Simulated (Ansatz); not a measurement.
**BP (F-43m):V_B, thermodynamic levels from a 54-atom cell**

Charge states of V_B in BP (F-43m), set against the band edges. Model: a cell of 54 host atoms with 1 B taken out.

Calculated with Ansatz 0.2.0; place-levels on r2SCAN runs: charge-transition levels and formation energies with image-charge correction and potential alignment at the atomic sites; PAW set soft_1.

## (1) Starting point

The cell holds 53 atoms: 26 B and 27 P. Its edges and angles: a = 9.479 Å, b = 9.479 Å, c = 9.479 Å, α = 60.0°, β = 60.0°, γ = 60.0°. It derives from BP (space group F-43m). Nearest the centre at fractional (0.667, 0.333, 0.667): P22 at 1.93 Å, P40 at 1.93 Å, P28 at 1.93 Å, P24 at 1.93 Å, B41 at 3.16 Å, B37 at 3.16 Å, B35 at 3.16 Å, B43 at 3.16 Å.

Structure file:

```xyz
53
Lattice="0.0000 6.7025 6.7025 6.7025 0.0000 6.7025 6.7025 6.7025 0.0000" Properties=species:S:1:pos:R:3 pbc="T T T"
B     0.0000    0.0000    0.0000
P     3.3512    3.3512    3.3512
B     2.2342    2.2342    0.0000
P     5.5854    5.5854    3.3512
B     4.4683    4.4683    0.0000
P     7.8196    7.8196    3.3512
B     2.2342    0.0000    2.2342
P     5.5854    3.3512    5.5854
B     4.4683    2.2342    2.2342
P     7.8196    5.5854    5.5854
B     6.7025    4.4683    2.2342
P    10.0537    7.8196    5.5854
B     4.4683    0.0000    4.4683
P     7.8196    3.3512    7.8196
B     6.7025    2.2342    4.4683
P    10.0537    5.5854    7.8196
B     8.9367    4.4683    4.4683
P    12.2879    7.8196    7.8196
B     0.0000    2.2342    2.2342
P     3.3512    5.5854    5.5854
B     2.2342    4.4683    2.2342
P     5.5854    7.8196    5.5854
B     4.4683    6.7025    2.2342
P     7.8196   10.0537    5.5854
B     2.2342    2.2342    4.4683
P     5.5854    5.5854    7.8196
B     4.4683    4.4683    4.4683
P     7.8196    7.8196    7.8196
B     6.7025    6.7025    4.4683
P    10.0537   10.0537    7.8196
B     4.4683    2.2342    6.7025
P     7.8196    5.5854   10.0537
B     6.7025    4.4683    6.7025
P    10.0537    7.8196   10.0537
B     8.9367    6.7025    6.7025
P    12.2879   10.0537   10.0537
B     0.0000    4.4683    4.4683
P     3.3512    7.8196    7.8196
B     2.2342    6.7025    4.4683
P     5.5854   10.0537    7.8196
B     4.4683    8.9367    4.4683
P     7.8196   12.2879    7.8196
B     2.2342    4.4683    6.7025
P     5.5854    7.8196   10.0537
B     4.4683    6.7025    6.7025
P     7.8196   10.0537   10.0537
P    10.0537   12.2879   10.0537
B     4.4683    4.4683    8.9367
P     7.8196    7.8196   12.2879
B     6.7025    6.7025    8.9367
P    10.0537   10.0537   12.2879
B     8.9367    8.9367    8.9367
P    12.2879   12.2879   12.2879
```

Known beforehand: the electronic dielectric constant, 9.31, and the static one, 9.42, computed on the host (DFPT, PBEsol, on the r2SCAN cell), and a cell off the functional's own equilibrium shifts the ionic part.

The relaxed host is scaled by −1.5 % along all axes; the dielectric constants are those of the unstrained host.

The cell's shortest repeat is 9.5 Å.

## (2) What was run first

Levels follow from differences of total energies between charge states, each relaxed by itself.

Random displacements of about 0.05 Å break the site symmetry at the start, so that the relaxation can reach a distorted minimum if there is one. Forces are taken on a 2×2×2 shifted mesh. The cell holds 3 electrons more than the neutral one, with a uniform background that keeps it neutral on the whole.

The sampling was tested on the host first: at the k-points planned (1x1x1 shifted 0.25 0.25 0.25) its energy lies 0.158 eV an atom from the dense-mesh value, so the final energies take a denser sampling.

One state's input; the others differ in charge, spin, start and seed, and in occupations where the table says so.

qm3.relax/input.yaml reads:

```yaml
crystal:
  lattice:
    - [0.0, 2.23416263, 2.23416263]
    - [2.23416263, 0.0, 2.23416263]
    - [2.23416263, 2.23416263, 0.0]
  atoms:
    - { symbol: B, position: [0.0, 0.0, 0.0] }
    - { symbol: P, position: [0.75, 0.75, 0.75] }
  supercell: [3, 3, 3]
  defects: [{ vacancy: 46 }]
total_charge: -3
basis:
  ecutwfc: 500
  xc_grid: 2
hamiltonian:
  xc: r2scan
  pseudopotentials: { kind: paw, azcp: { folder: soft_1 } }
kpoints:
  mp_grid: { grid: [2, 2, 2], shift: [0.5, 0.5, 0.5] }
scf:
  occupations: { method: fixed }
  max_iter: 80
output:
  forces: true
  charged_corrections: { epsilon: 9.31, static_epsilon: 9.42 }
relax:
  f_tol: 0.02
  max_steps: 80
  random_displacement: { amplitude: 0.05, seed: 8796 }
checkpoint:
  write: "../qm3.relax.run"
  compress: false
  write_wavefunctions: true
  write_every: 100000
```

Started as:

```
$ ansatz run input.yaml --threads 4 --pin off --max-ram 7536MiB --backend cpu --events-out ev --progress --plain --runs-dir out
```

The run of this state that the levels use, under r2SCAN:

qm3.point/input.yaml reads:

```yaml
crystal:
  checkpoint: "../qm3.relax.run"
  host: checkpoint
total_charge: -3
basis:
  ecutwfc: 500
  xc_grid: 2
hamiltonian:
  xc: r2scan
  pseudopotentials: { kind: paw, azcp: { folder: soft_1 } }
kpoints:
  mp_grid: { grid: [2, 2, 2], shift: [0.5, 0.5, 0.5] }
scf:
  occupations: { method: fixed }
  max_iter: 80
output:
  forces: true
  eigenvalues: true
  charged_corrections:
    epsilon: 9.31
    static_epsilon: 9.42
    defect_position: [0.666667, 0.333333, 0.666667]
  eigenstates: { localisation: true }
  populations: true
checkpoint:
  read: "../qm3.relax.run"
  write: "../qm3.point.run"
  compress: false
  write_wavefunctions: false
  write_every: 100000
```

Relaxations under r2SCAN at a 2×2×2 shifted mesh; times on 4 threads of Arm Neoverse V1, shared host:

```tsv
charge	moment (μB)	occupations	outcome	steps	largest displacement against the far atoms (Å)	time
−3	0	fixed	converged	5	0.14	2 min
−2	1	fixed	converged	11	0.10	12 min
−1	0	fixed	converged	7	0.10	3 min
0	1	fixed	converged	10	0.03	9.2 min
+1	0	fixed	converged	6	0.07	2.5 min
−3	2	fixed	converged	15	0.10	17 min
−1	2	fixed	converged	6	0.04	6.4 min
+1	2	fixed	converged	5	0.03	5.5 min
```

Single points under r2SCAN at a 2×2×2 shifted mesh; times on 4 threads of Arm Neoverse V1, shared host:

```tsv
charge	moment (μB)	occupations	outcome	time
−3	0	fixed	converged	23 s
−2	1	fixed	converged	54 s
−1	0	fixed	converged	26 s
0	1	fixed	converged	59 s
+1	0	fixed	converged	26 s
−3	2	fixed	converged	55 s
−1	2	fixed	converged	58 s
+1	2	fixed	converged	53 s
```

Distances (Å) from the ideal centre to the nearest atoms after relaxation with r2SCAN:

```tsv
charge	moment (μB)	1.	2.	3.	4.	5.	6.
−3	0	P 1.79	P 1.82	P 1.82	P 1.82	B 3.13	B 3.13
−3	2	P 1.84	P 1.84	P 1.85	P 1.85	B 3.12	B 3.12
−2	1	P 1.84	P 1.85	P 1.85	P 1.85	B 3.12	B 3.12
−1	0	P 1.87	P 1.87	P 1.88	P 1.88	B 3.10	B 3.10
−1	2	P 1.89	P 1.89	P 1.90	P 1.90	B 3.14	B 3.14
0	1	P 1.92	P 1.92	P 1.93	P 1.94	B 3.13	B 3.13
+1	0	P 1.96	P 1.96	P 1.96	P 2.01	B 3.14	B 3.14
+1	2	P 1.95	P 1.96	P 1.97	P 1.97	B 3.13	B 3.14
```

## (3) Levels against the band edges, r2SCAN

A charged cell interacts with its images and the background, and its potential has another zero than the host's. place-levels removes the first by a point-charge model, screened by the static dielectric constant since the ions have relaxed around the charge, and the second by comparing potentials at atoms far from the defect.

The host is a run of the defect-free crystal in the same cutoffs, grids and k-points, so that basis and sampling errors cancel in part in the differences. The host is run in a cell of 2 atoms on a matching mesh. Its band edges are searched through the zone by a band path, so the gap is smaller than, or equal to, that on the mesh. Chemical potentials are energies per atom of B (alpha-rhombohedral (B12)), run with the same functional and cutoff.

levels.point.yaml reads:

```yaml
host:
  run: host.point.run
states: [qm3.point.run, qm2_M1.point.run, qm1.point.run, q0_M1.point.run, qp1.point.run, qm3_M2.point.run, qm1_M2.point.run, qp1_M2.point.run]
geometry_from:
  qm3.point.run: qm3.relax.run
  qm2_M1.point.run: qm2_M1.relax.run
  qm1.point.run: qm1.relax.run
  q0_M1.point.run: q0_M1.relax.run
  qp1.point.run: qp1.relax.run
  qm3_M2.point.run: qm3_M2.relax.run
  qm1_M2.point.run: qm1_M2.relax.run
  qp1_M2.point.run: qp1_M2.relax.run
  host.point.run: host.relax.run
chemical_potentials:
  B:
    energy: -156.554104
    dataset: <sha256 of the dataset>
epsilon: 9.31
static_epsilon: 9.42
vertical:
  - { from: qm3.point.run, to: qm3.point_neutral.run }
  - { from: qm2_M1.point.run, to: qm2_M1.point_neutral.run }
  - { from: qm1.point.run, to: qm1.point_neutral.run }
  - { from: qp1.point.run, to: qp1.point_neutral.run }
  - { from: qm3_M2.point.run, to: qm3_M2.point_neutral.run }
  - { from: qm1_M2.point.run, to: qm1_M2.point_neutral.run }
  - { from: qp1_M2.point.run, to: qp1_M2.point_neutral.run }
```

Started as:

```
$ ansatz place-levels levels.point.yaml -- --threads 4 --pin off --max-ram 7536MiB
```

Numbers of over 12 decimals in the logs are rounded to 6 here.

The program printed:

```text
[... repeated set-up lines and file paths are left out, and long positions are rounded to six places ...]
(+1/0) 0.209 eV above the valence edge, 1.131 eV under the conduction edge
(0/-1) 0.693 eV above the valence edge, 0.647 eV under the conduction edge
(-1/-2) 1.389 eV above the valence edge (+1.459 eV without the band-filling correction), in the conduction band; not on the lower envelope
(-2/-3) 1.351 eV above the valence edge (+2.027 eV without the band-filling correction), in the conduction band; not on the lower envelope
(-1/-3) 1.370 eV above the valence edge (+1.743 eV without the band-filling correction), in the conduction band: charges between them are lowest nowhere
formation energy of charge +1: +3.883 eV with the Fermi level at the valence edge
formation energy of charge 0: +4.093 eV with the Fermi level at the valence edge
formation energy of charge -1: +4.786 eV with the Fermi level at the valence edge
formation energy of charge -2: +6.175 eV with the Fermi level at the valence edge
formation energy of charge -3: +7.526 eV with the Fermi level at the valence edge
vertical -3 to 0: no energy, since no alignment is typed
  the change from vertical[0].from (qm3.point.run) to vertical[0].to (qm3.point_neutral.run): by its potential at epsilon 9.31 it stands at 0.631 0.297 0.634, with an rms radius of about 2.5 Å (1.4 1.4 1.5 Å across the planes of the cell's vectors); [...]
vertical -2 to 0: no energy, since no alignment is typed
  the change from vertical[1].from (qm2_M1.point.run) to vertical[1].to (qm2_M1.point_neutral.run): by its potential at epsilon 9.31 it stands at 0.626 0.292 0.625, with an rms radius of about 2.3 Å (1.4 1.3 1.3 Å across the planes of the cell's vectors); [...]
vertical -1 to 0: no energy, since no alignment is typed
  the change from vertical[2].from (qm1.point.run) to vertical[2].to (qm1.point_neutral.run): by its potential at epsilon 9.31 it stands at 0.620 0.294 0.616, with an rms radius of about 2.3 Å (1.3 1.4 1.2 Å across the planes of the cell's vectors); [...]
vertical +1 to 0: no energy, since no alignment is typed
  the change from vertical[3].from (qp1.point.run) to vertical[3].to (qp1.point_neutral.run): by its potential at epsilon 9.31 it stands at 0.608 0.266 0.608, with an rms radius of about 2.2 Å (1.4 1.1 1.4 Å across the planes of the cell's vectors); [...]
vertical -3 to 0: no energy, since no alignment is typed
  the change from vertical[4].from (qm3_M2.point.run) to vertical[4].to (qm3_M2.point_neutral.run): by its potential at epsilon 9.31 it stands at 0.625 0.293 0.628, with an rms radius of about 3.1 Å (1.8 1.8 1.8 Å across the planes of the cell's vectors); [...]
vertical -1 to 0: no energy, since no alignment is typed
[...]
of states[1] (qm2_M1.point.run): it parts from the run at its places by a charge that spreads by about 1.4 Å along one vector (1.3 Å or more is wide), by its potential at epsilon 9.31, taken for that of held ions (one typed too small widens it), where the [...]
  of states[0] (qm3.point.run): it parts from the run at its places by a charge that spreads by about 1.5 Å along one vector (1.3 Å or more is wide), by its potential at epsilon 9.31, taken for that of held ions (one typed too small widens it), where the cell [...]
  of states[7] (qp1_M2.point.run): it parts from the run at its places by a charge that spreads by about 1.4 Å along one vector (1.3 Å or more is wide), by its potential at epsilon 9.31, taken for that of held ions (one typed too small widens it), where the [...]
  of states[2] (qm1.point.run): it parts from the run at its places by a charge that spreads by about 1.4 Å along one vector (1.3 Å or more is wide), by its potential at epsilon 9.31, taken for that of held ions (one typed too small widens it), where the cell [...]
  of states[5] (qm3_M2.point.run): it parts from the run at its places by a charge that spreads by about 1.8 Å along one vector (1.3 Å or more is wide), by its potential at epsilon 9.31, taken for that of held ions (one typed too small widens it), where the [...]
  of vertical[0].from (qm3.point.run): it parts from the run at its places by a charge that spreads by about 1.5 Å along one vector (1.3 Å or more is wide), by its potential at epsilon 9.31, taken for that of held ions (one typed too small widens it), where [...]
  of vertical[0].to (qm3.point_neutral.run): band_overlap_at_count; stability_check_not_made
  of vertical[1].from (qm2_M1.point.run): band_overlap_at_count; stability_check_not_made; of the run under geometry_from: band_overlap_at_count; [...]
  of vertical[1].to (qm2_M1.point_neutral.run): band_overlap_at_count; stability_check_not_made
  of vertical[2].from (qm1.point.run): band_overlap_at_count; of the run under geometry_from: band_overlap_at_count; [...]
  of vertical[2].to (qm1.point_neutral.run): band_overlap_at_count; stability_check_not_made
  of vertical[3].from (qp1.point.run): it parts from the run at its places by a charge that spreads by about 1.4 Å along one vector (1.3 Å or more is wide), by its potential at epsilon 9.31, taken for that of held ions (one typed too small widens it), where [...]
  of vertical[3].to (qp1.point_neutral.run): band_overlap_at_count; stability_check_not_made
  of vertical[4].from (qm3_M2.point.run): its moments are held at its close (magnetization.spin_locking), by a field of 0.394 eV a Bohr magneton, and its energy and levels are of the state that this holds: a run that lets them go can end lower; [...]
  of vertical[4].to (qm3_M2.point_neutral.run): band_overlap_at_count; stability_check_not_made
  of vertical[5].from (qm1_M2.point.run): stability_check_not_made; [...]
  of vertical[5].to (qm1_M2.point_neutral.run): band_overlap_at_count; stability_check_not_made
  of vertical[6].from (qp1_M2.point.run): its moments are held at its close (magnetization.spin_locking), by a field of 0.149 eV a Bohr magneton, and its energy and levels are of the state that this holds: a run that lets them go can end lower; [...]
  of vertical[6].to (qp1_M2.point_neutral.run): it set out from the moments of a save, which an earlier run chose (saved_moments_taken); band_overlap_at_count; stability_check_not_made
```

Run time: 0.87 s. Hardware: 4 threads of Arm Neoverse V1, shared host.

Levels between the charges placed, in eV above the valence top:

```tsv
	gap (eV)	(+1/0)	(0/−1)	(−1/−2)	(−2/−3)
r2SCAN	1.34	0.21	0.69	1.39	1.35
```

Corrections by state:

```tsv
charge	moment (μB)	image terms and alignment (eV)	band filling (eV)	ε used	over the lowest of its charge, as the program ranks them, band filling apart (eV)
+1	0.0	-0.076	-	9.42	0.000
0	1.0	0.000	-	-	0.000
−1	2.0	0.442	-	9.42	0.000
−2	1.0	1.301	-0.070	9.42	0.000
−3	0.0	2.578	-0.746	9.42	0.000
+1	2.0	-0.066	-	9.42	0.499
−1	0.0	0.449	-	9.42	0.151
−3	2.0	2.463	-	9.42	0.627
```

The charged structures listed were also run neutral, and place-levels reads from each pair, by the potential or the spins, how wide the charge is by which they differ; that can be the carrier of either run.

```tsv
charge	rms radius (Å)	spread where it is widest against the cell (Å)	wide from (Å)	reading
+1	2.2	1.36	1.34	wide
−1	2.8	1.76	1.34	wide
−2	2.3	1.39	1.34	wide
−3	2.5	1.46	1.34	wide
```

The neutral runs of these pairs need not share the spin of the lowest neutral state, and very wide values only mean spread over the cell.

From the program's caveats on the states, each cut to its opening words:

- charge +1, −2 (1 μB), +1 (2 μB), −1: it parts from the run at its places by a charge that spreads by about 1.4 Å along one vector (1.3 Å or more is wide), by its potential at epsilon 9.31, taken [...]
- charge +1: its alignment with the host at atomic sites is doubtful: the mean over the far sites moves by -0.1999 eV from their farther parts to their nearer, more than [...]
- charge 0 (1 μB): its alignment with the host at atomic sites is doubtful: the mean over the far sites moves by -0.0592 eV from their farther parts to their nearer, more than [...]
- charge 0 (1 μB), −2 (1 μB), +1 (2 μB), −1, −3 (2 μB): filled levels lie above empty ones at the fixed electron count
- charge 0 (1 μB), −1 (2 μB), −2 (1 μB), +1 (2 μB), −3 (2 μB): flagged: stability check not made
- charge −1 (2 μB), −3 (2 μB): it parts from the run at its places by a charge that spreads by about 1.8 Å along one vector (1.3 Å or more is wide), by its potential at epsilon 9.31, taken [...]
- charge −1 (2 μB): its alignment with the host at atomic sites is doubtful: the mean over the far sites moves by +0.0643 eV from their farther parts to their nearer, more than [...]
- charge −2 (1 μB): a band-filling correction moves a carrier to the host's band edge, which changes its energy by -0.070 eV
- charge −2 (1 μB): its alignment with the host at atomic sites is doubtful: the mean over the far sites moves by +0.1788 eV from their farther parts to their nearer, more than [...]
- charge −3: it parts from the run at its places by a charge that spreads by about 1.5 Å along one vector (1.3 Å or more is wide), by its potential at epsilon 9.31, taken [...]
- charge −3: a band-filling correction moves a carrier to the host's band edge, which changes its energy by -0.746 eV
- charge −3: its alignment with the host at atomic sites is doubtful: the mean over the far sites moves by +0.2812 eV from their farther parts to their nearer, more than [...]
- charge +1 (2 μB): its alignment with the host at atomic sites is doubtful: the mean over the far sites moves by -0.1552 eV from their farther parts to their nearer, more than [...]
- charge +1 (2 μB): its moments are held at its close (magnetization.spin_locking), by a field of 0.149 eV a Bohr magneton, and its energy and levels are of the state that this [...]

Chemical potentials of the elements' reference phases, run alike. Formation energy by charge state (elemental references; gap 1.34 eV):

```tsv
charge	at valence top (eV)	at conduction bottom (eV)	correction included (eV)
+1	3.88	5.22	-0.08
0	4.09	4.09	0.00
−1	4.79	3.45	0.44
−2	6.18	3.49	1.23
−3	7.53	3.50	1.83
```

(Fermi level (eV), lowest formation energy (eV)): (0.00, 3.88), (0.12, 4.01), (0.24, 4.09), (0.37, 4.09), (0.49, 4.09), (0.61, 4.09), (0.73, 4.05), (0.85, 3.93), (0.98, 3.81), (1.10, 3.69), (1.22, 3.57), (1.34, 3.45)

## (4) What came out

```json
{
 "gap of the host": "1.34 eV (r2SCAN)",
 "level (plus 1/0)": "0.21 eV above the valence top",
 "level (0/minus 1)": "0.69 eV above the valence top",
 "level (minus 1/minus 2)": "1.39 eV above the valence top, past the conduction bottom, not a change between lowest states (1.46 eV above the valence top without the band-filling term)",
 "level (minus 2/minus 3)": "1.35 eV above the valence top, past the conduction bottom, not a change between lowest states (2.03 eV above the valence top without the band-filling term)",
 "lowest of the charges placed, just above the valence top (0.02 eV)": "+1",
 "lowest of the charges placed, just below the conduction bottom (0.02 eV)": "−1",
 "lowest formation energy at mid-gap of the charges run, elemental references": "4.09 eV"
}
```

Of the charges placed (−3, −2, −1, 0 and +1), the lowest changes at 0.21 eV (+1/0) and 0.69 eV (0/−1) above the valence top, in a gap of 1.34 eV. Charges above +1 were not placed, so these runs say nothing of levels that involve them. States placed: +1 at 0 μB and 2 μB; 0 at 1 μB; −1 at 2 μB and 0 μB; −2 at 1 μB; −3 at 0 μB and 2 μB. Other spin states or structures, where not listed, weren't placed. The program finds carriers beyond a band edge of the host and adds a band-filling term at charge −3 (-0.75 eV) and −2 (-0.07 eV); steps to such a charge show no bound level, and a defect level inside a band would be read the same way. Corrections reach 2.6 eV, so the cell is small for these charges and their levels are rough. The program doubts the alignment of potentials for at least one state, a sign that the cell is small. Keep in mind: r2SCAN makes the gap too small and tends to spread out bound carriers.

[Logs are printed without paths, hosts, clocks, repeated set-up lines and the standing remarks that a program may print on its own settings, such as how far it seeks lower states.]

[Hosts, paths, dates, database ids (printed as entryN), source tags and the programs' standing remarks are cut or masked in the printed files.]

[Where a table of states has a column of steps, it counts the stored structures, which are thinned; the runs took as many ionic steps or more.]

[A defect's name tells the site on which it was built; relaxed atoms can leave that site.]

[For some hosts the program warned that the k-mesh of the response run may be too coarse for force constants and the static dielectric constant; such warnings are not shown here.]
